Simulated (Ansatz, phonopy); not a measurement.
# How CeO2 (Fm-3m) expands on warming

Aim: the lattice, expansion, heat capacity and bulk modulus of CeO2 as it warms.

Method: DFT PBEsol, scalar-relativistic, plane waves, PAW, in Ansatz 0.2.0.

## Step 1: Starting point

It takes space group Fm-3m (No. 225, cubic). The conventional cell has a = 5.407 Å, b = 5.407 Å, c = 5.407 Å, α = 90.00°, β = 90.00°, γ = 90.00°. Ce has 8 O at 2.34 Å nearest. O has 4 Ce at 2.34 Å nearest. Farther neighbours and most contacts between anions are not listed.

As a file:

```cif
data_structure
_symmetry_space_group_name_H-M 'P 1'
_symmetry_Int_Tables_number 1
_cell_length_a 3.8235
_cell_length_b 3.8235
_cell_length_c 3.8235
_cell_angle_alpha 60.000
_cell_angle_beta 60.000
_cell_angle_gamma 60.000
_cell_volume 39.53
loop_
_atom_site_label
_atom_site_type_symbol
_atom_site_fract_x
_atom_site_fract_y
_atom_site_fract_z
_atom_site_occupancy
Ce1 Ce 0.00000 0.00000 0.00000 1
O2 O 0.25000 0.25000 0.25000 1
O3 O 0.75000 0.75000 0.75000 1
```

## Step 2: A first coarse run

A cheap single point shows whether the cell is a metal or an insulator and how far it is from rest; that sets the k-mesh and the occupations of what follows.

File input.yaml:

```yaml
crystal:
  lattice:
    - [0.0, 2.70365, 2.70365]
    - [2.70365, 0.0, 2.70365]
    - [2.70365, 2.70365, 0.0]
  atoms:
    - { symbol: Ce, position: [0.0, 0.0, 0.0] }
    - { symbol: O, position: [0.25, 0.25, 0.25] }
    - { symbol: O, position: [0.75, 0.75, 0.75] }
kpoints:
  mp_grid: { grid: [6, 6, 6] }
hamiltonian:
  xc: pbesol
scf:
  occupations: { method: gaussian, width: 0.1 }
output:
  forces: true
  stress: true
  eigenvalues: true
```

On the command line:

```sh
ansatz run input.yaml --threads 4 --pin off --max-ram 16384MiB --backend cpu --events-out ev --progress --plain --runs-dir out
```

The runs that follow: relaxation; relaxing to small residual forces and stress; phonons on strained cells; quasi-harmonic fit by phonopy. Settings of the main run: cutoff 487.2 eV, 12×12×12 k-mesh, fixed occupations, highest temperature 1200 K, menu sort converge, 2×2×2 q-mesh.

Q: Predict the isothermal bulk modulus at 298 K.

Near room temperature CeO2 expands by 33.5 × 10⁻⁶/K in volume by PBEsol, with C_P = 21.2 J/(mol K) per mole of atoms and B_T = 177 GPa. The q-mesh is coarse, and the expansion can converge slowly with it. Between 298.15 and 1200 K the bulk modulus falls by 39 % and the Grüneisen parameter grows; in this range the quasi-harmonic approximation, which lacks anharmonicity at fixed volume, tends to overshoot.

```
volume expansion coefficient at 298 K            : 33.51 1e-6/K
C_P at 298 K                                     : 21.23 J/mol-atom/K
isothermal bulk modulus at 298 K                 : 177.4 GPa
Grüneisen parameter at 298 K                     : 2.290
volume at 298 K                                  : 13.27 Å³/atom
principal linear expansion coefficients at 298 K : 11.17, 11.17, 11.17 1e-6/K
```

C_P at room temperature is 85 % of the classical 3R an atom, so the stiffest modes are still partly frozen out. The program warned that the q-mesh is narrow for a crystal with a gap, so the expansion can be far off. The interpolation has no quadrupole term, so branches near the zone centre are less sure, since this crystal has sites that are not centres of inversion. The PAW files were made for PBE and are used here under another functional, for which the program regenerates the frozen cores.

[Logs are printed without paths, hosts, clocks, repeated set-up lines and the standing remarks that a program may print on its own settings, such as how far it seeks lower states.]

[Hosts, paths, dates, database ids (printed as entryN), source tags and the programs' standing remarks are cut or masked in the printed files.]

[A step with changed settings may run another functional than the one named; its input shows which.]
